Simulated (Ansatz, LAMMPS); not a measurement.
# Aqueous N(CH3)4+ and I-, 4.8 mol of salt per kg of water at 300 K (210 atoms): support functions against a reference, part 2 of 2

Aim: test how closely localised support functions follow the reference on aqueous N(CH3)4+ and I-, 4.8 mol of salt per kg of water at 300 K (210 atoms), and at what cost. A setting counts as converged where the r.m.s. difference of forces stays under 1 % of the r.m.s. force.

Ansatz 0.2.0; Kohn-Sham DFT, PBE+D4, PAW (set soft_2, large core), plane waves.

The cell: 16 C, 4 N, 140 H, 46 O and 4 I. The network of contacts between molecules at the start is that of the classical potential that made the cell. The concentration wasn't checked against solubility and may exceed it. The density was typed from a rule of thumb and may lie off the real one at this temperature. Sampling is at Γ alone, for a cell whose shortest periodic width is 13 Å.

So far. Step 13 (Support functions medium, radius 5.12 Å): Forces differ from the reference by 1.5 meV/Å r.m.s., 0.24 % of their size, well within a tolerance of 1 %; the energy by -0.59 meV/atom. It took 6.5 times the reference's time (shared host, so rough). Step 14 (A changed input): The change made on purpose: crystal.lattice.

**16. All settings compared**

Each row is set against the run with plane waves at 750 eV (Kohn-Sham DFT, PBE+D4, PAW (set soft_2, large core), plane waves; r.m.s. force component 0.630 eV/Å). Energies are set beside the reference only for runs with its functional, potentials and electron count. Times are for 8 threads of Intel Xeon Platinum 8259CL at 2.50GHz (Skylake/Cascade Lake), shared host.

| run | Δ force, r.m.s. (meV/Å) | share of r.m.s. force (%) | Δ energy (meV/atom) | Δ gap (eV) | cycles | time | host memory (GiB) |
| --- | --- | --- | --- | --- | --- | --- | --- |
| reference | - | - | - | - | 12 | 32 s | 6.6 |
| support functions medium | 1.60 | 0.254 | -0.594 | 4.0e-4 | 12 | 72 s | 4.8 |
| support functions low | 1.70 | 0.271 | -0.587 | 5.0e-4 | 11 | 62 s | 4.7 |
| support functions high | 1.53 | 0.244 | -0.659 | 1.0e-4 | 17 | 5 min | 13 |
| support functions medium, radius 3.31 Å | 1.63 | 0.259 | -0.594 | 2.0e-4 | 12 | 68 s | 4.7 |
| support functions medium, radius 3.58 Å | 1.55 | 0.246 | -0.594 | 1.0e-4 | 12 | 73 s | 5.1 |
| support functions medium, radius 3.82 Å | 1.52 | 0.242 | -0.594 | 0 | 12 | 96 s | 5.4 |
| support functions medium, radius 4.09 Å | 1.48 | 0.234 | -0.594 | -1.0e-4 | 12 | 1.8 min | 5.9 |
| support functions medium, radius 4.61 Å | 1.49 | 0.237 | -0.594 | -1.0e-4 | 12 | 2.4 min | 7.2 |
| support functions medium, radius 5.12 Å | 1.52 | 0.241 | -0.594 | -2.0e-4 | 12 | 3.4 min | 9.0 |

**17. The first run in detail**

The first run, on the default basis, asked for the full analyses, so its electronic structure is set out here.

Length of the force by element:

| element | coordination | atoms | mean length of the force (eV/Å) | spread | least | most |
| --- | --- | --- | --- | --- | --- | --- |
| C | all | 16 | 1.89 | 0.707 | 0.818 | 3.07 |
| H | all | 140 | 0.931 | 0.432 | 0.142 | 3.40 |
| I | all | 4 | 0.326 | 0.143 | 0.0847 | 0.444 |
| N | all | 4 | 1.84 | 0.695 | 0.985 | 2.87 |
| O | all | 46 | 0.598 | 0.220 | 0.0608 | 1.22 |

Löwdin charges by element (they lack the spilled electrons, 0.030 e an atom on average):

| element | coordination | atoms | mean charge (e) | spread | least | most |
| --- | --- | --- | --- | --- | --- | --- |
| C | all | 16 | -0.345 | 0.0144 | -0.378 | -0.328 |
| H | all | 140 | 0.326 | 0.0782 | 0.193 | 0.407 |
| I | all | 4 | -0.550 | 0.054 | -0.631 | -0.495 |
| N | all | 4 | 0.146 | 0.0066 | 0.136 | 0.153 |
| O | all | 46 | -0.701 | 0.0245 | -0.761 | -0.641 |

Density of states as counts of states in windows of 1 eV (from the Fermi level), total and the larger projections:

| from (eV) | to (eV) | total | O p | H s | C p | I p |
| --- | --- | --- | --- | --- | --- | --- |
| -10 | -9 | 5.0 | 0.0 | 1.8 | 0.9 | 0.0 |
| -9 | -8 | 6.7 | 4.5 | 2.0 | 0.0 | 0.0 |
| -8 | -7 | 75.1 | 35.6 | 20.6 | 10.9 | 0.1 |
| -7 | -6 | 34.2 | 22.9 | 9.9 | 0.6 | 0.0 |
| -6 | -5 | 15.8 | 0.3 | 5.0 | 10.0 | 0.0 |
| -5 | -4 | 59.2 | 20.2 | 14.2 | 18.3 | 0.2 |
| -4 | -3 | 52.6 | 31.1 | 7.9 | 8.2 | 0.3 |
| -3 | -2 | 34.8 | 30.6 | 1.2 | 0.2 | 0.2 |
| -2 | -1 | 62.1 | 60.0 | 0.3 | 0.2 | 0.5 |
| -1 | 0 | 46.1 | 25.2 | 0.6 | 0.1 | 19.7 |
| 0 | 1 | 1.4 | 0.0 | 0.0 | 0.0 | 1.3 |
| 1 | 3 | 0.0 | 0.0 | 0.0 | 0.0 | 0.0 |
| 3 | 4 | 2.0 | 0.1 | 1.2 | 0.0 | 0.0 |
| 4 | 5 | 7.5 | 0.4 | 3.7 | 0.6 | 0.1 |

With fixed occupations the program's Fermi level is the highest filled level; weight inside the gap is the broadening of levels at its edges.

Between -21 and -10 eV lie 135 more states.

The levels nearest the highest filled one (over half full), pooled over k-points and spins:

| level less the highest filled one (eV) | occupation |
| --- | --- |
| -0.397 | 2 |
| -0.362 | 2 |
| -0.258 | 2 |
| -0.245 | 2 |
| -0.136 | 2 |
| 0 | 2 |
| 3.72 | 0 |
| 4.56 | 0 |
| 4.80 | 0 |
| 4.89 | 0 |
| 4.97 | 0 |
| 5.02 | 0 |

Valence density in the ab plane at fractional z = 0.105, with atoms of H and N and C and O within 0.2 Å of it. It is the smooth field of the valence electrons, not physical close to the nuclei.

Ten steps, logarithmic in the rise over the least value, from '0' (0.0 e/Å³) to '9' (6.6 e/Å³), each cell a mean:
```
02467767887421100011222221100000000000
02466556776421000001122211100000000000
11344323444321100000111111000000000111
21111112233211000000000000000000012443
42100001221110001110000000111111135786
52100000010001234542100001123322235887
52100000000013578763100000123221123567
32211110000024799852000000111110001234
23333211000013577631000000000000000012
34554421100011222210000000000001000012
34555432100000000000000000000112110012
34454421000000000000000000001233210012
22333211000000000000000000012465310001
11111110000000000000000000012454210000
00122100001233211111000000000111100000
01355320102355321111000000000000010000
13477531102344311111100011000012232101
25678631001121111110001234432235787421
35666431101000000000011357753367899631
12322111112110000000011368863245687421
00000001345432100000001245532112333210
00011112467654321000000122210000000000
01234323466665421000111111000000000000
01356655676543310001111111000000000000
```
Columns run along a (13.0 Å), rows up along b (13.0 Å). Atoms in or near the plane, at fractional coordinates: H at (0.79, 0.45), N at (0.23, 0.96), C at (0.11, 0.97), O at (0.87, 0.22), H at (0.80, 0.21), H at (0.33, 0.34), O at (0.41, 0.68), H at (0.46, 0.73), H at (0.03, 0.22), H at (0.10, 0.33), H at (0.98, 0.71).

Electrostatic potential energy in the ab plane at fractional z = 0.105, with atoms of H and N and C and O within 0.2 Å of it. With pseudopotentials it is smooth inside the atoms' cores, unlike the true potential.

Ten even steps from '0' (-37 eV) to '9' (6 eV), each cell a mean:
```
98700031000789999999999999999999999999
99853465103789999999999999999999999999
99888888778899999999999999999999999999
99999999888999999999999999999999999999
99999999899999999999999999999999998426
89999999999999998448999999999999997202
39999999999999732028999999999999999740
79999999999999300189999999999999999985
98888999999999744799999999999999999999
87325899999999999999999999999999999999
84001789999999999999999999999999999999
87435899999999999999999999999998999999
99989999999999999999999999999526899999
99999999999999999999999999999637999999
99988899999977899999999999999999999999
99831789998821789999999999999999999999
99821799999976899999999999999999999999
86511699999999999999999988899877535999
70266999999999999999999973379611000698
87899999999999999999999962269867535999
99999999987889999999999987789999999999
99999999841268899999999998999999999999
99988888710055589999999999999999999999
99842267323578899999999999999999999999
```
Columns run along a (13.0 Å; values clipped at the 3rd and 97th percentile), rows up along b (13.0 Å). Atoms in or near the plane, at fractional coordinates: H at (0.79, 0.45), N at (0.23, 0.96), C at (0.11, 0.97), O at (0.87, 0.22), H at (0.80, 0.21), H at (0.33, 0.34), O at (0.41, 0.68), H at (0.46, 0.73), H at (0.03, 0.22), H at (0.10, 0.33), H at (0.98, 0.71).

Mean Löwdin charges: C -0.34, H +0.33, I -0.55, N +0.15, O -0.70 e (they miss 1.2 % of the electrons, so they add up to more than the cell's charge).

**18. Distances and neighbours**

These statistics describe the geometry on which the runs were made.

Density 1.23 g/cm³, 10.52 Å³ an atom.

Pair distribution functions g(r), in bins of 0.2 Å:

| r (Å) | total | H-H | H-O | H-C | H-I | H-N | O-O |
| --- | --- | --- | --- | --- | --- | --- | --- |
| 0.90 | 2.06 | 0.00 | 7.05 | 0.00 | 0.00 | 0.00 | 0.00 |
| 1.10 | 3.23 | 0.00 | 5.60 | 15.70 | 0.00 | 0.00 | 0.00 |
| 1.30 | 0.00 | 0.00 | 0.00 | 0.00 | 0.00 | 0.00 | 0.00 |
| 1.50 | 0.28 | 0.00 | 0.00 | 0.00 | 0.00 | 0.00 | 0.00 |
| 1.70 | 1.35 | 2.27 | 1.16 | 0.00 | 0.00 | 0.00 | 0.00 |
| 1.90 | 0.67 | 0.82 | 0.99 | 0.00 | 0.00 | 0.42 | 0.00 |
| 2.10 | 0.77 | 0.66 | 0.34 | 0.00 | 0.00 | 14.99 | 0.00 |
| 2.30 | 0.62 | 1.11 | 0.16 | 0.00 | 0.57 | 1.27 | 0.00 |
| 2.50 | 0.84 | 1.02 | 0.29 | 1.11 | 2.49 | 0.00 | 0.13 |
| 2.70 | 1.18 | 1.03 | 0.63 | 3.43 | 0.87 | 0.00 | 3.30 |
| 2.90 | 0.89 | 0.77 | 1.09 | 0.82 | 0.39 | 0.00 | 2.71 |
| 3.10 | 1.02 | 0.98 | 1.54 | 0.28 | 0.33 | 0.00 | 1.66 |
| 3.30 | 1.03 | 0.91 | 1.38 | 1.21 | 0.55 | 0.00 | 0.90 |
| 3.50 | 1.15 | 0.99 | 1.41 | 1.56 | 1.41 | 0.00 | 0.81 |
| 3.70 | 1.17 | 1.43 | 1.04 | 0.89 | 1.60 | 0.23 | 0.85 |
| 3.90 | 0.97 | 1.10 | 0.85 | 0.93 | 0.73 | 0.20 | 1.10 |
| 4.10 | 0.98 | 1.02 | 0.99 | 0.72 | 1.29 | 0.56 | 1.00 |
| 4.30 | 1.02 | 1.11 | 0.97 | 0.77 | 0.59 | 1.20 | 1.17 |
| 4.50 | 0.88 | 0.87 | 0.89 | 0.72 | 1.41 | 1.46 | 0.82 |
| 4.70 | 0.98 | 0.86 | 1.10 | 0.91 | 0.79 | 1.48 | 1.23 |
| 4.90 | 0.98 | 0.89 | 1.05 | 1.00 | 0.92 | 1.64 | 0.79 |
| 5.10 | 0.90 | 0.86 | 0.84 | 0.92 | 1.03 | 1.03 | 0.89 |
| 5.30 | 0.95 | 0.97 | 0.90 | 0.88 | 1.35 | 1.01 | 0.62 |
| 5.50 | 1.00 | 0.94 | 1.02 | 1.02 | 1.20 | 1.09 | 1.02 |
| 5.70 | 1.05 | 1.08 | 0.99 | 1.06 | 1.25 | 1.01 | 0.94 |
| 5.90 | 0.98 | 1.01 | 0.95 | 1.05 | 0.99 | 0.99 | 0.98 |
| 6.10 | 1.11 | 1.17 | 1.12 | 1.05 | 0.88 | 0.63 | 0.74 |
| 6.30 | 1.02 | 0.97 | 1.09 | 0.96 | 1.23 | 0.95 | 0.84 |

Bonds by pair of elements; cutoffs follow the first minimum of g(r), held within bounds set by covalent radii, and pairs that aren't listed don't count as bonded:

| pair A-B | cutoff (Å) | bonds | mean length (Å) | spread (Å) | shortest (Å) | B about A | A about B |
| --- | --- | --- | --- | --- | --- | --- | --- |
| H-O | 1.21 | 92 | 1 | 0 | 1 | 0.657 | 2 |
| H-C | 1.34 | 48 | 1.10 | 0.031 | 1.02 | 0.343 | 3 |
| C-N | 1.79 | 16 | 1.51 | 0.031 | 1.47 | 1 | 4 |

How many atoms have how many bonded neighbours:

| element | mean | 0 | 1 | 2 | 4 |
| --- | --- | --- | --- | --- | --- |
| C | 4 | 0 | 0 | 0 | 16 |
| H | 1 | 0 | 140 | 0 | 0 |
| I | 0 | 4 | 0 | 0 | 0 |
| N | 4 | 0 | 0 | 0 | 4 |
| O | 2 | 0 | 0 | 46 | 0 |

Hydrogen bonds between water molecules (O–O under 3.5 Å, H–O···O angle under 30°):

| hydrogen bonds to other water | molecules |
| --- | --- |
| 0 | 0 |
| 1 | 1 |
| 2 | 7 |
| 3 | 27 |
| 4 | 11 |

First shells of the ions:

| ion | count | shell | mean number |
| --- | --- | --- | --- |
| I | 4 | H within 3.3 A | 5 |

By these cutoffs all C atoms have 4, all H atoms have 1 and all N atoms have 4 bonded neighbours. The 46 water molecules hold 3.04 hydrogen bonds each to other water on average, with a mean O–O distance of 2.86 Å. Ion shells in this frame: I 5.0 (H within 3.3 Å).

Local excerpt of 11 atoms (numbers count through the whole input) about H14, which bears the longest force; x, y, z are measured from there.

| atom | x | y | z | distance (Å) | bonds | Löwdin charge (e) | Fx | Fy | Fz (eV/Å) |
| --- | --- | --- | --- | --- | --- | --- | --- | --- | --- |
| H14 | 0.00 | 0.00 | 0.00 | 0.00 | 1 | 0.24 | -1.92 | -0.15 | -2.81 |
| C4 | 0.57 | 0.38 | 0.76 | 1.02 | 4 | -0.38 | -1.34 | -0.21 | 2.03 |
| H12 | -0.18 | 0.32 | 1.61 | 1.65 | 1 | 0.22 | 1.51 | -0.12 | -0.35 |
| H13 | 0.86 | 1.40 | 0.62 | 1.76 | 1 | 0.25 | 0.61 | 0.42 | -0.12 |
| N2 | 1.64 | -0.63 | 0.78 | 1.92 | 4 | 0.14 | 1.37 | -0.23 | 2.51 |
| H11 | 0.44 | -2.17 | -0.07 | 2.22 | 1 | 0.21 | -0.61 | -0.03 | -0.12 |
| C3 | 1.09 | -2.05 | 0.79 | 2.46 | 4 | -0.34 | 1.63 | 0.69 | -1.37 |
| C1 | 2.64 | -0.42 | -0.30 | 2.69 | 4 | -0.34 | 1.04 | -1.34 | -1.02 |
| H8 | 2.29 | -0.91 | -1.28 | 2.77 | 1 | 0.20 | 0.32 | 1.09 | 1.15 |
| H10 | 0.65 | -2.21 | 1.75 | 2.89 | 1 | 0.23 | -0.64 | -0.37 | 0.59 |
| H7 | 2.91 | 0.64 | -0.33 | 3.00 | 1 | 0.23 | -0.43 | 0.26 | -0.48 |

The column of bonds counts only the pairs H-O within 1.21 Å, H-C within 1.34 Å, C-N within 1.79 Å; other neighbours, such as metal atoms beside each other in a compound, aren't counted, and periodic images can show an atom twice.

**19. Results**

| Item | Value |
| --- | --- |
| free energy per atom | -259.9119 eV/atom |
| pressure | -1.744 GPa |
| r.m.s. force component | 0.6264 eV/Å |
| gap (highest filled to lowest empty level) | 3.723 eV |
| wall time of the 12 DFT runs | 21 min |

**Reading.** Against plane waves at 750 eV, the forces differ by 1.6 meV/Å (0.25 %) with support functions medium. At 210 atoms the fastest of the runs at a preset level, support functions low, takes 1.9 times the time of plane waves, in 11 SCF cycles against 12. Differences between support functions and plane waves include what basis error the plane-wave run still has. As the radius goes from 3.31 to 5.12 Å, the force difference goes from 1.6 to 1.5 meV/Å, and the time from 68 s to 3.4 min.

Between filled and empty levels lie 3.72 eV (at Γ alone); a semilocal functional tends to put such gaps too low. In a disordered cell it changes from sample to sample and from frame to frame. By these cutoffs all C atoms have 4, all H atoms have 1 and all N atoms have 4 bonded neighbours. The 46 water molecules hold 3.04 hydrogen bonds each to other water on average, with a mean O–O distance of 2.86 Å.

**Limits.** The force components of 0.63 eV/Å r.m.s. reflect the temperature of the frame as well as the gap between the generating potential and DFT, above all in bond lengths inside molecules. The pressure of -1.7 GPa is that of one thermal frame, in which the classical model's bond lengths enter as well as the volume, without the kinetic term and with the strain of bonds inside molecules.

[Logs are printed without paths, hosts, clocks, repeated set-up lines and the standing remarks that a program may print on its own settings, such as how far it seeks lower states.]

[Hosts, paths, dates, database ids (printed as entryN), source tags and the programs' standing remarks are cut or masked in the printed files.]
